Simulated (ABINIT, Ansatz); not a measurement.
# SnH2 (Fm-3m): zone-centre phonons, part 2 of 3

Aim: the zone-centre modes of SnH2 (Fm-3m).

ABINIT 10.8.3; DFT LDA, scalar-relativistic, plane waves, HGH norm-conserving pseudopotentials.

So far. Step 3 (Ground state): The cell stands at -0.35 GPa, close enough for stiff modes, while soft ones can move. Step 4 (Linear response at Γ): The acoustic modes at Γ come out as far as 1.2 cm⁻¹ from zero, where they should vanish, a small numerical error. The lowest optical mode is imaginary, 318i cm⁻¹, an instability at this level and on this k mesh. The relaxed cell has a = 5.234 Å (conventional setting).

The structure was built from a prototype and need not be the compound's stable phase.

## (5) Modes with the sum rule

anaddb reads the merged derivatives and imposes the acoustic sum rule.

anaddb.abi

```
ddb_filepath "gamma_DDB"
output_file "anaddb.abo"
outdata_prefix "anaddb"
asr 1
chneut 1
enunit 2
eivec 1
nph1l 1
qph1l 0.0 0.0 0.0 1.0
```

mrgddb.in

```
gamma_DDB
merged
2
dfpt_gammao_DDB
gso_DDB
```

Started as:

```sh
$ mrgddb < mrgddb.in > mrgddb.log
$ OMP_NUM_THREADS=1 anaddb anaddb.abi > anaddb.log
```

anaddb.abo, the main output file:

```text
-outvars_anaddb: echo values of input variables ----------------------

 Miscellaneous information :
      enunit         2
       eivec         1
         asr         1
 First list of wavevector (reduced coord.) :
       nph1l         1
       qph1l
                     0.00000000E+00  0.00000000E+00  0.00000000E+00    1.000E+00

================================================================================

 read the DDB information and perform some checks

  ==== Info on the Cryst% object ====
 Real(R)+Recip(G) space primitive vectors, cartesian coordinates (Bohr,Bohr^-1):
 R(1)= -4.9452645  0.0000000  4.9452646  G(1)= -0.1011068 -0.1011068  0.1011068
 R(2)=  0.0000000  4.9452646  4.9452646  G(2)=  0.1011068  0.1011068  0.1011068
 R(3)= -4.9452645  4.9452646  0.0000000  G(3)= -0.1011068  0.1011068 -0.1011068
 Unit cell volume ucvol=  2.4187923E+02 bohr^3
 Angles (23,13,12)=  6.00000000E+01  6.00000000E+01  6.00000000E+01 degrees
 Time-reversal symmetry is present
 Reduced atomic positions [iatom, xred, symbol]:
    1)    0.0000000  0.0000000  0.0000000  Sn
    2)    0.7500000  0.7500000  0.7500000   H
    3)    0.2500000  0.2500000  0.2500000   H

 DDB file with 3 blocks has been read.

================================================================================

 Treat the first list of vectors

  Phonon wavevector (reduced coordinates) :  0.00000  0.00000  0.00000
 Phonon energies in Hartree :
  -1.448357E-03 -1.448357E-03 -1.448357E-03  0.000000E+00  0.000000E+00
   0.000000E+00  2.915536E-03  2.915536E-03  2.915536E-03
 Phonon energies in meV     :
- -3.941180E+01 -3.941180E+01 -3.941180E+01  0.000000E+00  0.000000E+00
-  0.000000E+00  7.933577E+01  7.933577E+01  7.933577E+01
 Phonon frequencies in cm-1    :
- -3.178776E+02 -3.178776E+02 -3.178776E+02  0.000000E+00  0.000000E+00
-  0.000000E+00  6.398862E+02  6.398862E+02  6.398862E+02
 Phonon frequencies in Thz     :
- -9.529731E+00 -9.529731E+00 -9.529731E+00  0.000000E+00  0.000000E+00
-  0.000000E+00  1.918330E+01  1.918330E+01  1.918330E+01
 Phonon energies in Kelvin  :
- -4.573550E+02 -4.573550E+02 -4.573550E+02  0.000000E+00  0.000000E+00
-  0.000000E+00  9.206534E+02  9.206534E+02  9.206534E+02

 Eigendisplacements
 (will be given, for each mode : in cartesian coordinates
   for each atom the real part of the displacement vector,
   then the imaginary part of the displacement vector - absolute values smaller than 1.0d-7 are set to zero)
  Mode number    1   Energy   -1.448357E-03
 Attention : low frequency mode.
   (Could be unstable or acoustic mode)
-  1  0.00000000E+00  0.00000000E+00  2.77793682E-04
-     0.00000000E+00  0.00000000E+00  0.00000000E+00
-  2 -7.18586465E-07 -2.53711392E-06 -1.63580236E-02
-     0.00000000E+00  0.00000000E+00  0.00000000E+00
-  3 -7.18586465E-07 -2.53711392E-06 -1.63580236E-02
-     0.00000000E+00  0.00000000E+00  0.00000000E+00
  Mode number    2   Energy   -1.448357E-03
 Attention : low frequency mode.
   (Could be unstable or acoustic mode)
-  1  0.00000000E+00 -2.77793683E-04  0.00000000E+00
-     0.00000000E+00  0.00000000E+00  0.00000000E+00
-  2 -2.10922482E-07  1.63580237E-02 -2.53710466E-06
-     0.00000000E+00  0.00000000E+00  0.00000000E+00
-  3 -2.10922482E-07  1.63580237E-02 -2.53710466E-06
-     0.00000000E+00  0.00000000E+00  0.00000000E+00
  Mode number    3   Energy   -1.448357E-03
 Attention : low frequency mode.
   (Could be unstable or acoustic mode)
-  1  2.77793686E-04  0.00000000E+00  0.00000000E+00
-     0.00000000E+00  0.00000000E+00  0.00000000E+00
-  2 -1.63580238E-02 -2.10811027E-07  7.18619170E-07
-     0.00000000E+00  0.00000000E+00  0.00000000E+00
-  3 -1.63580238E-02 -2.10811027E-07  7.18619170E-07
-     0.00000000E+00  0.00000000E+00  0.00000000E+00
  Mode number    4   Energy    0.000000E+00
 Attention : low frequency mode.
   (Could be unstable or acoustic mode)
-  1  0.00000000E+00  0.00000000E+00 -2.13166779E-03
-     0.00000000E+00  0.00000000E+00  0.00000000E+00
-  2  0.00000000E+00  0.00000000E+00 -2.13173730E-03
-     0.00000000E+00  0.00000000E+00  0.00000000E+00
-  3  0.00000000E+00  0.00000000E+00 -2.13173730E-03
-     0.00000000E+00  0.00000000E+00  0.00000000E+00
  Mode number    5   Energy    0.000000E+00
 Attention : low frequency mode.
   (Could be unstable or acoustic mode)
-  1  3.12690211E-07  2.13166777E-03  0.00000000E+00
-     0.00000000E+00  0.00000000E+00  0.00000000E+00
-  2  3.12700408E-07  2.13173728E-03  0.00000000E+00
-     0.00000000E+00  0.00000000E+00  0.00000000E+00
-  3  3.12700408E-07  2.13173728E-03  0.00000000E+00
-     0.00000000E+00  0.00000000E+00  0.00000000E+00
  Mode number    6   Energy    0.000000E+00
 Attention : low frequency mode.
   (Could be unstable or acoustic mode)
-  1  2.13166777E-03 -3.12690207E-07  0.00000000E+00
-     0.00000000E+00  0.00000000E+00  0.00000000E+00
-  2  2.13173728E-03 -3.12700404E-07  0.00000000E+00
-     0.00000000E+00  0.00000000E+00  0.00000000E+00
-  3  2.13173728E-03 -3.12700404E-07  0.00000000E+00
-     0.00000000E+00  0.00000000E+00  0.00000000E+00
  Mode number    7   Energy    2.915536E-03
-  1  0.00000000E+00  0.00000000E+00  0.00000000E+00
-     0.00000000E+00  0.00000000E+00  0.00000000E+00
-  2  2.44764819E-06 -7.30986968E-06 -1.64963387E-02
-     0.00000000E+00  0.00000000E+00  0.00000000E+00
-  3 -2.44764819E-06  7.30986968E-06  1.64963387E-02
-     0.00000000E+00  0.00000000E+00  0.00000000E+00
  Mode number    8   Energy    2.915536E-03
-  1  0.00000000E+00  0.00000000E+00  0.00000000E+00
-     0.00000000E+00  0.00000000E+00  0.00000000E+00
-  2  9.60606612E-06 -1.64963360E-02  7.31129382E-06
-     0.00000000E+00  0.00000000E+00  0.00000000E+00
-  3 -9.60606612E-06  1.64963360E-02 -7.31129382E-06
-     0.00000000E+00  0.00000000E+00  0.00000000E+00
  Mode number    9   Energy    2.915536E-03
-  1  0.00000000E+00  0.00000000E+00  0.00000000E+00
-     0.00000000E+00  0.00000000E+00  0.00000000E+00
-  2  1.64963375E-02  9.60714989E-06  2.44339088E-06
-     0.00000000E+00  0.00000000E+00  0.00000000E+00
-  3 -1.64963375E-02 -9.60714989E-06 -2.44339088E-06
-     0.00000000E+00  0.00000000E+00  0.00000000E+00

 Analysis of degeneracies and characters (maximum tolerance=1.00E-06 a.u.)
 For each vibration mode, or group of modes if degenerate,
 the characters are given for each symmetry operation (see the list in the log file).
 Symmetry characters of vibration mode #   1
       degenerate with vibration modes #   2 to    3
  3.0 -3.0 -1.0  1.0 -1.0  1.0 -1.0  1.0  1.0 -1.0 -1.0  1.0  1.0 -1.0 -1.0  1.0
  0.0 -0.0  0.0 -0.0 -0.0  0.0  0.0 -0.0  1.0 -1.0 -1.0  1.0 -1.0  1.0  1.0 -1.0
 -0.0  0.0 -0.0  0.0  0.0 -0.0  0.0 -0.0  1.0 -1.0  1.0 -1.0 -1.0  1.0 -1.0  1.0
 Symmetry characters of vibration mode #   4
       degenerate with vibration modes #   5 to    6
  3.0 -3.0 -1.0  1.0 -1.0  1.0 -1.0  1.0  1.0 -1.0 -1.0  1.0  1.0 -1.0 -1.0  1.0
  0.0 -0.0 -0.0  0.0  0.0 -0.0 -0.0  0.0  1.0 -1.0 -1.0  1.0 -1.0  1.0  1.0 -1.0
  0.0 -0.0  0.0 -0.0 -0.0  0.0 -0.0  0.0  1.0 -1.0  1.0 -1.0 -1.0  1.0 -1.0  1.0
 Symmetry characters of vibration mode #   7
       degenerate with vibration modes #   8 to    9
  3.0  3.0 -1.0 -1.0 -1.0 -1.0 -1.0 -1.0  1.0  1.0 -1.0 -1.0  1.0  1.0 -1.0 -1.0
  0.0  0.0 -0.0 -0.0  0.0  0.0 -0.0 -0.0  1.0  1.0 -1.0 -1.0 -1.0 -1.0  1.0  1.0
  0.0  0.0  0.0  0.0 -0.0 -0.0 -0.0 -0.0  1.0  1.0  1.0  1.0 -1.0 -1.0 -1.0 -1.0
-
```

Wall time 0.55 s (1 thread of Arm Neoverse N1, shared host).

Read from the output:

```
highest optical zone-centre mode (no LO-TO term) : 639.9 cm⁻¹
lowest optical zone-centre mode                  : -317.9 cm⁻¹
```

No LO-TO term; unit eigenvectors of the mass-weighted matrix, from anaddb's displacements. Modes at Γ, with each element's share of the kinetic energy (negative means imaginary):

| mode | frequency (cm⁻¹) | symmetry | Sn % | H % |
| --- | --- | --- | --- | --- |
| 1 | -317.9 | T1u | 2 | 98 |
| 2 | -317.9 | T1u | 2 | 98 |
| 3 | -317.9 | T1u | 2 | 98 |
| 4 | 0.0 | acoustic | 98 | 2 |
| 5 | 0.0 | acoustic | 98 | 2 |
| 6 | 0.0 | acoustic | 98 | 2 |
| 7 | 639.9 | T2g | 0 | 100 |
| 8 | 639.9 | T2g | 0 | 100 |
| 9 | 639.9 | T2g | 0 | 100 |

Displacements in mode 1 (-317.9 cm⁻¹), the largest set to 1:
```
Sn1  0.00  0.00  0.02
H2   0.00  0.00 -1.00
H3   0.00  0.00 -1.00
```

Displacements in mode 7 (639.9 cm⁻¹), the largest set to 1:
```
Sn1  0.00  0.00  0.00
H2   0.00  0.00 -1.00
H3   0.00  0.00  1.00
```

The rule moves no optical mode by more than 0.2 cm⁻¹.

## (6) Sum rules set otherwise (asr 0)

Without the rule the raw error of the acoustic modes shows.

Changes to anaddb.abi since step 5:

```diff
@@ -3,4 +3,4 @@
 outdata_prefix "anaddb"
-asr 1
-chneut 1
+asr 0
+chneut 0
 enunit 2
```

mrgddb.in is that of step 5.

anaddb.abo, the main output file:

```text
-outvars_anaddb: echo values of input variables ----------------------

 Miscellaneous information :
      enunit         2
       eivec         1
      chneut         0
 First list of wavevector (reduced coord.) :
       nph1l         1
       qph1l
                     0.00000000E+00  0.00000000E+00  0.00000000E+00    1.000E+00

================================================================================

 read the DDB information and perform some checks

  ==== Info on the Cryst% object ====
 Real(R)+Recip(G) space primitive vectors, cartesian coordinates (Bohr,Bohr^-1):
 R(1)= -4.9452645  0.0000000  4.9452646  G(1)= -0.1011068 -0.1011068  0.1011068
 R(2)=  0.0000000  4.9452646  4.9452646  G(2)=  0.1011068  0.1011068  0.1011068
 R(3)= -4.9452645  4.9452646  0.0000000  G(3)= -0.1011068  0.1011068 -0.1011068
 Unit cell volume ucvol=  2.4187923E+02 bohr^3
 Angles (23,13,12)=  6.00000000E+01  6.00000000E+01  6.00000000E+01 degrees
 Time-reversal symmetry is present
 Reduced atomic positions [iatom, xred, symbol]:
    1)    0.0000000  0.0000000  0.0000000  Sn
    2)    0.7500000  0.7500000  0.7500000   H
    3)    0.2500000  0.2500000  0.2500000   H

 DDB file with 3 blocks has been read.

================================================================================

 Treat the first list of vectors

  Phonon wavevector (reduced coordinates) :  0.00000  0.00000  0.00000
 Phonon energies in Hartree :
  -1.449124E-03 -1.449124E-03 -1.449124E-03 -5.489274E-06 -5.489273E-06
  -5.489273E-06  2.915148E-03  2.915148E-03  2.915148E-03
 Phonon energies in meV     :
- -3.943266E+01 -3.943266E+01 -3.943266E+01 -1.493707E-01 -1.493707E-01
- -1.493707E-01  7.932523E+01  7.932523E+01  7.932523E+01
 Phonon frequencies in cm-1    :
- -3.180459E+02 -3.180459E+02 -3.180459E+02 -1.204756E+00 -1.204756E+00
- -1.204756E+00  6.398011E+02  6.398011E+02  6.398011E+02
 Phonon frequencies in Thz     :
- -9.534776E+00 -9.534776E+00 -9.534776E+00 -3.611768E-02 -3.611768E-02
- -3.611768E-02  1.918076E+01  1.918076E+01  1.918076E+01
 Phonon energies in Kelvin  :
- -4.575971E+02 -4.575971E+02 -4.575971E+02 -1.733375E+00 -1.733375E+00
- -1.733375E+00  9.205311E+02  9.205311E+02  9.205311E+02

 Eigendisplacements
 (will be given, for each mode : in cartesian coordinates
   for each atom the real part of the displacement vector,
   then the imaginary part of the displacement vector - absolute values smaller than 1.0d-7 are set to zero)
  Mode number    1   Energy   -1.449124E-03
 Attention : low frequency mode.
   (Could be unstable or acoustic mode)
-  1  1.59861409E-07 -1.81556687E-06  2.77492840E-04
-     0.00000000E+00  0.00000000E+00  0.00000000E+00
-  2 -9.42369343E-06  1.07026115E-04 -1.63579657E-02
-     0.00000000E+00  0.00000000E+00  0.00000000E+00
-  3 -9.42369343E-06  1.07026115E-04 -1.63579657E-02
-     0.00000000E+00  0.00000000E+00  0.00000000E+00
  Mode number    2   Energy   -1.449124E-03
 Attention : low frequency mode.
   (Could be unstable or acoustic mode)
-  1  1.48448728E-07  2.77492847E-04  1.81548139E-06
-     0.00000000E+00  0.00000000E+00  0.00000000E+00
-  2 -8.75092562E-06 -1.63579661E-02 -1.07021076E-04
-     0.00000000E+00  0.00000000E+00  0.00000000E+00
-  3 -8.75092562E-06 -1.63579661E-02 -1.07021076E-04
-     0.00000000E+00  0.00000000E+00  0.00000000E+00
  Mode number    3   Energy   -1.449124E-03
 Attention : low frequency mode.
   (Could be unstable or acoustic mode)
-  1  2.77498740E-04 -1.47399664E-07 -1.60829207E-07
-     0.00000000E+00  0.00000000E+00  0.00000000E+00
-  2 -1.63583135E-02  8.68908421E-06  9.48074430E-06
-     0.00000000E+00  0.00000000E+00  0.00000000E+00
-  3 -1.63583135E-02  8.68908421E-06  9.48074430E-06
-     0.00000000E+00  0.00000000E+00  0.00000000E+00
  Mode number    4   Energy   -5.489274E-06
 Attention : low frequency mode.
   (Could be unstable or acoustic mode)
-  1  0.00000000E+00  0.00000000E+00  2.13170619E-03
-     0.00000000E+00  0.00000000E+00  0.00000000E+00
-  2  0.00000000E+00  0.00000000E+00  2.12947460E-03
-     0.00000000E+00  0.00000000E+00  0.00000000E+00
-  3  0.00000000E+00  0.00000000E+00  2.12947460E-03
-     0.00000000E+00  0.00000000E+00  0.00000000E+00
  Mode number    5   Energy   -5.489273E-06
 Attention : low frequency mode.
   (Could be unstable or acoustic mode)
-  1  0.00000000E+00  2.13170619E-03  0.00000000E+00
-     0.00000000E+00  0.00000000E+00  0.00000000E+00
-  2  0.00000000E+00  2.12947460E-03  0.00000000E+00
-     0.00000000E+00  0.00000000E+00  0.00000000E+00
-  3  0.00000000E+00  2.12947460E-03  0.00000000E+00
-     0.00000000E+00  0.00000000E+00  0.00000000E+00
  Mode number    6   Energy   -5.489273E-06
 Attention : low frequency mode.
   (Could be unstable or acoustic mode)
-  1  2.13170619E-03  0.00000000E+00  0.00000000E+00
-     0.00000000E+00  0.00000000E+00  0.00000000E+00
-  2  2.12947460E-03  0.00000000E+00  0.00000000E+00
-     0.00000000E+00  0.00000000E+00  0.00000000E+00
-  3  2.12947460E-03  0.00000000E+00  0.00000000E+00
-     0.00000000E+00  0.00000000E+00  0.00000000E+00
  Mode number    7   Energy    2.915148E-03
-  1  0.00000000E+00  0.00000000E+00  0.00000000E+00
-     0.00000000E+00  0.00000000E+00  0.00000000E+00
-  2  2.66529799E-07 -2.53022662E-06 -1.64963403E-02
-     0.00000000E+00  0.00000000E+00  0.00000000E+00
-  3 -2.66529799E-07  2.53022662E-06  1.64963403E-02
-     0.00000000E+00  0.00000000E+00  0.00000000E+00
  Mode number    8   Energy    2.915148E-03
-  1  0.00000000E+00  0.00000000E+00  0.00000000E+00
-     0.00000000E+00  0.00000000E+00  0.00000000E+00
-  2  3.81645553E-06 -1.64963398E-02  2.53028822E-06
-     0.00000000E+00  0.00000000E+00  0.00000000E+00
-  3 -3.81645553E-06  1.64963398E-02 -2.53028822E-06
-     0.00000000E+00  0.00000000E+00  0.00000000E+00
  Mode number    9   Energy    2.915148E-03
-  1  0.00000000E+00  0.00000000E+00  0.00000000E+00
-     0.00000000E+00  0.00000000E+00  0.00000000E+00
-  2  1.64963400E-02  3.81649637E-06  2.65944416E-07
-     0.00000000E+00  0.00000000E+00  0.00000000E+00
-  3 -1.64963400E-02 -3.81649637E-06 -2.65944416E-07
-     0.00000000E+00  0.00000000E+00  0.00000000E+00

 Analysis of degeneracies and characters (maximum tolerance=1.00E-06 a.u.)
 For each vibration mode, or group of modes if degenerate,
 the characters are given for each symmetry operation (see the list in the log file).
 Symmetry characters of vibration mode #   1
       degenerate with vibration modes #   2 to    3
  3.0 -3.0 -1.0  1.0 -1.0  1.0 -1.0  1.0  1.0 -1.0 -1.0  1.0  1.0 -1.0 -1.0  1.0
  0.0 -0.0 -0.0  0.0  0.0 -0.0 -0.0  0.0  1.0 -1.0 -1.0  1.0 -1.0  1.0  1.0 -1.0
  0.0 -0.0  0.0 -0.0 -0.0  0.0 -0.0  0.0  1.0 -1.0  1.0 -1.0 -1.0  1.0 -1.0  1.0
 Symmetry characters of vibration mode #   4
       degenerate with vibration modes #   5 to    6
  3.0 -3.0 -1.0  1.0 -1.0  1.0 -1.0  1.0  1.0 -1.0 -1.0  1.0  1.0 -1.0 -1.0  1.0
 -0.0  0.0  0.0 -0.0 -0.0  0.0  0.0 -0.0  1.0 -1.0 -1.0  1.0 -1.0  1.0  1.0 -1.0
 -0.0  0.0 -0.0  0.0  0.0 -0.0  0.0 -0.0  1.0 -1.0  1.0 -1.0 -1.0  1.0 -1.0  1.0
 Symmetry characters of vibration mode #   7
       degenerate with vibration modes #   8 to    9
  3.0  3.0 -1.0 -1.0 -1.0 -1.0 -1.0 -1.0  1.0  1.0 -1.0 -1.0  1.0  1.0 -1.0 -1.0
  0.0  0.0 -0.0 -0.0  0.0  0.0 -0.0 -0.0  1.0  1.0 -1.0 -1.0 -1.0 -1.0  1.0  1.0
  0.0  0.0  0.0  0.0 -0.0 -0.0 -0.0 -0.0  1.0  1.0  1.0  1.0 -1.0 -1.0 -1.0 -1.0
-
```

The job ended after 0.56 s (1 thread).

Read from the output:

```yaml
highest_optical_zone_centre_mode_no_lo_to_term: 639.8 cm⁻¹
lowest_optical_zone_centre_mode: -318.1 cm⁻¹
```

Zone-centre frequencies as printed; negative means imaginary. Modes:

| mode | frequency (cm⁻¹) |
| --- | --- |
| 1 | -318.1 |
| 2 | -318.1 |
| 3 | -318.1 |
| 4 | -1.2 |
| 5 | -1.2 |
| 6 | -1.2 |
| 7 | 639.8 |
| 8 | 639.8 |
| 9 | 639.8 |

[end of part 2 of 3]

[Host names and launcher messages were left out of these logs when they were recorded.]

[Logs are printed without paths, hosts, clocks, repeated set-up lines and the standing remarks that a program may print on its own settings, such as how far it seeks lower states.]

[Hosts, paths, dates, database ids (printed as entryN), source tags and the programs' standing remarks are cut or masked in the printed files.]
